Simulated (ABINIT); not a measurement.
## BaH2 (P6_3/mmc): G0W0 in ABINIT against the bands in the self-energy

Wanted: the cheapest bands in the self-energy that holds the gap of BaH2 (P6_3/mmc).

Calculated with ABINIT 10.8.3; PBEsol and many-body steps on it, plane waves.

Most raw output is cut from this account.

**1. The structure**

It takes space group P6_3/mmc (No. 194, hexagonal). Conventional cell: a = 4.462 Å, b = 4.462 Å, c = 6.055 Å, α = 90.00°, β = 90.00°, γ = 120.00°. Nearest to Ba lie 11 H at 2.58 to 3.03 Å. H has 5 Ba at 2.58 to 3.03 Å and 6 H at 2.99 Å nearest. H has 6 Ba at 2.99 Å and 8 H at 2.99 to 3.03 Å nearest. Farther neighbours are not listed.

Structure file:

```cif
data_structure
_symmetry_space_group_name_H-M 'P 1'
_symmetry_Int_Tables_number 1
_cell_length_a 4.4620
_cell_length_b 4.4620
_cell_length_c 6.0553
_cell_angle_alpha 90.000
_cell_angle_beta 90.000
_cell_angle_gamma 120.000
_cell_volume 104.41
loop_
_atom_site_label
_atom_site_type_symbol
_atom_site_fract_x
_atom_site_fract_y
_atom_site_fract_z
_atom_site_occupancy
Ba1 Ba 0.66667 0.33333 0.75000 1
Ba2 Ba 0.33333 0.66667 0.25000 1
H3 H 0.33333 0.66667 0.75000 1
H4 H 0.66667 0.33333 0.25000 1
H5 H 0.00000 0.00000 0.50000 1
H6 H 0.00000 0.00000 0.00000 1
```

The cell and positions are those that the Materials Project relaxed with its own functionals (PBE, PBE+U or r2SCAN), kept fixed. Spin-orbit coupling is left out unless a step names it.

**2. Screening, 3×3×2 mesh, 491 bands, screening to 217.7 eV**

This step: ABINIT 10.8.3; RPA screening on PBEsol, plane waves, norm-conserving pseudopotentials.

The RPA dielectric matrix is built and inverted for each q.

Input file run.abi:

```
acell 3*1.0 Angstrom
rprim 
  4.462025052349 0.000000000014 0.000000000000
  -2.231012526186 3.864227047650 0.000000000000
  0.000000000000 0.000000000000 6.055292590000
ntypat 2
znucl 56 1
natom 6
typat 1 1 2 2 2 2
xred 
  0.666666666667 0.333333333333 0.750000000000
  0.333333333333 0.666666666667 0.250000000000
  0.333333333333 0.666666666667 0.750000000000
  0.666666666667 0.333333333333 0.250000000000
  0.000000000000 0.000000000000 0.500000000000
  0.000000000000 0.000000000000 0.000000000000
pp_dirpath "pseudos"
pseudos "Ba.upf, H.upf"
ecut 32
ngkpt 3 3 2
nshiftk 1
shiftk 0 0 0
kptopt 1
chksymbreak 0
istwfk *1
occopt 1
irdwfk 1
optdriver 3
nband 491
ecuteps 8
inclvkb 2
awtr 1
symchi 1
indata_prefix "in"
outdata_prefix "out"
tmpdata_prefix "tmp"
```

On the command line:

```sh
OMP_NUM_THREADS=1 mpirun -n 4 abinit run.abi > log
```

Run time: 5.8 min. Hardware: 4 MPI ranks of Intel Xeon Platinum 8259CL at 2.50GHz (Skylake/Cascade Lake), shared host; peak memory 3.3 GiB; 23 min of CPU time.

Numbers from this step:

| Property | Result |
| --- | --- |
| ε∞ with local fields, on this mesh, along the program's q direction | 5.842 |
| the same without local fields | 6.505 |
| plasma frequency | 17.80 eV |
| plane waves in the screening matrix | 759 |

Local fields lower ε∞ by 10 %. On a Γ-centred mesh this coarse the value itself is usually too large, while a short band sum pulls it down.

**3. 20 bands**

This step: G0W0 on PBEsol, plane waves, norm-conserving pseudopotentials.

Edit run.abi of step 2 so:

```diff
@@ -27,8 +27,17 @@
 irdwfk 1
-optdriver 3
-nband 491
+optdriver 4
+nband 20
+gwcalctyp 0
+ecutsigx 32
+symsigma 1
+nkptgw 2
+kptgw 
+  0.0000000000 0.0000000000 0.0000000000
+  0.3333333333 0.3333333333 0.5000000000
+bdgw 
+  11 14
+  11 14
 ecuteps 8
-inclvkb 2
-awtr 1
-symchi 1
+irdscr 1
+ppmodel 1
 indata_prefix "in"
```

It took 17 s on 4 MPI ranks; peak memory 1.4 GiB; 69 s of CPU time.

Numbers from this step:

```
G0W0 gap on the points computed              : 2.948 eV
starting gap on the mesh                     : 1.473 eV
k of the valence top                         : 0, 0, 0
k of the conduction bottom                   : 0.3333, 0.3333, 0.5
Z at the valence top                         : 0.803
Z at the conduction bottom                   : 0.844
least direct G0W0 gap on the computed points : 4.459 eV
```

**4. 27 bands**

Edit run.abi of step 3 so:

```diff
@@ -28,3 +28,3 @@
 optdriver 4
-nband 20
+nband 27
 gwcalctyp 0
```

The job ended after 23 s (4 MPI ranks; peak memory 1.5 GiB; 92 s of CPU time).

This step gave:

* G0W0 gap on the points computed: 2.929 eV
* starting gap on the mesh: 1.473 eV
* k of the valence top: 0, 0, 0
* k of the conduction bottom: 0.3333, 0.3333, 0.5
* Z at the valence top: 0.792
* Z at the conduction bottom: 0.832
* least direct G0W0 gap on the computed points: 4.39 eV

**5. 54 bands**

Edit run.abi of step 4 so:

```diff
@@ -28,3 +28,3 @@
 optdriver 4
-nband 27
+nband 54
 gwcalctyp 0
```

Run time: 35 s. Hardware: 4 MPI ranks; peak memory 1.6 GiB.

Numbers from this step:

| Property | Result |
| --- | --- |
| G0W0 gap on the points computed | 2.930 eV |
| starting gap on the mesh | 1.473 eV |
| k of the valence top | 0, 0, 0 |
| k of the conduction bottom | 0.3333, 0.3333, 0.5 |
| Z at the valence top | 0.78 |
| Z at the conduction bottom | 0.818 |
| least direct G0W0 gap on the computed points | 4.291 eV |

**6. 133 bands**

The self-energy is evaluated for the states that the input lists, and the levels follow from it, in one-shot runs by the linearised quasiparticle equation.

Edit run.abi of step 5 so:

```diff
@@ -28,3 +28,3 @@
 optdriver 4
-nband 54
+nband 133
 gwcalctyp 0
```

Elapsed: 73 s, on 4 MPI ranks; peak memory 2 GiB; 4.9 min of CPU time.

Numbers from this step:

```
G0W0 gap on the points computed              : 3.030 eV
starting gap on the mesh                     : 1.473 eV
k of the valence top                         : 0, 0, 0
k of the conduction bottom                   : 0.3333, 0.3333, 0.5
least direct G0W0 gap on the computed points : 4.337 eV
```

The gap on the mesh goes from 1.47 eV to 3.03 eV, a correction of +1.56 eV.

**7. 293 bands**

Edit run.abi of step 6 so:

```diff
@@ -28,3 +28,3 @@
 optdriver 4
-nband 133
+nband 293
 gwcalctyp 0
```

Wall time 2.5 min (4 MPI ranks); peak memory 2.8 GiB.

Numbers from this step:

```
G0W0 gap on the points computed              : 3.061 eV
starting gap on the mesh                     : 1.473 eV
k of the valence top                         : 0, 0, 0
k of the conduction bottom                   : 0.3333, 0.3333, 0.5
least direct G0W0 gap on the computed points : 4.355 eV
```

Against the run before, the gap moves by +0.031 eV.

**8. 491 bands**

Edit run.abi of step 7 so:

```diff
@@ -28,3 +28,3 @@
 optdriver 4
-nband 293
+nband 491
 gwcalctyp 0
```

The job ended after 4.7 min (4 MPI ranks; peak memory 3.8 GiB; 19 min of CPU time).

Numbers from this step:

```
G0W0 gap on the points computed              : 3.065 eV
starting gap on the mesh                     : 1.473 eV
k of the valence top                         : 0, 0, 0
k of the conduction bottom                   : 0.3333, 0.3333, 0.5
least direct G0W0 gap on the computed points : 4.356 eV
```

Against the run before, the gap moves by +0.004 eV.

**9. Side by side**

Times are wall times on 4 MPI ranks of Intel Xeon Platinum 8259CL at 2.50GHz (Skylake/Cascade Lake), shared host, good to a factor of about two. A run's time includes the screening step that it read.

```csv
run,mesh,bands,screening cutoff (eV),DFT gap (eV),gap on the mesh (eV),direct (eV),ε∞ used,time
20 bands,3×3×2,20,217.7,1.473,2.948,4.459,5.84,6.1 min
27 bands,3×3×2,27,217.7,1.473,2.929,4.390,5.84,6.2 min
54 bands,3×3×2,54,217.7,1.473,2.930,4.291,5.84,6.3 min
133 bands,3×3×2,133,217.7,1.473,3.030,4.337,5.84,7 min
293 bands,3×3×2,293,217.7,1.473,3.061,4.355,5.84,8.2 min
491 bands,3×3×2,491,217.7,1.473,3.065,4.356,5.84,10 min
```

**10. What came out**

```
20 bands     : 2.948 eV
27 bands     : 2.929 eV
54 bands     : 2.930 eV
133 bands    : 3.030 eV
293 bands    : 3.061 eV
491 bands    : 3.065 eV
known limits : not at the basis limit; no spin-orbit coupling; coarse k mesh
```

What this shows: The setting moved: bands in the self-energy. From 20 bands to 491 bands the gap moves by +0.12 eV. It holds to 0.03 eV from 293 bands on. Bands and screening cutoff are coupled, so a series along one setting does not show full convergence. Bands and cutoff are finite, so the gap is not at the basis limit. The miss can reach some tenths of an eV and take either sign; the mesh is an error of its own. In the G0W0 runs levels were corrected at 2 k points alone, so a gap called «on the mesh» is the least over those, and an edge elsewhere would be missed. The 3×3×2 mesh is coarse for this cell, which bears on the long-range parts of exchange and screening. The many-body steps are scalar-relativistic: spin-orbit coupling is not in them.

[Paths, hosts, dates, memory and timing lines, banners, echoed tables and standing remarks are left out of the program output.]

[Logs are printed without paths, hosts, clocks, repeated set-up lines and the standing remarks that a program may print on its own settings, such as how far it seeks lower states.]

[Runs of the session that timed out or met a known fault of the program may be left out.]

[Hosts, paths, dates, database ids (printed as entryN), source tags and the programs' standing remarks are cut or masked in the printed files.]

[G0W0 gaps are taken among the corrected bands and points alone; a level outside them can change the order at an edge.]

[Where Ansatz stands beside ABINIT at settings called matched, ABINIT's density can come from a denser mesh and the files from another edition; pairs whose starting gaps differed by over 0.03 eV were left out, so agreement reads better than it is.]
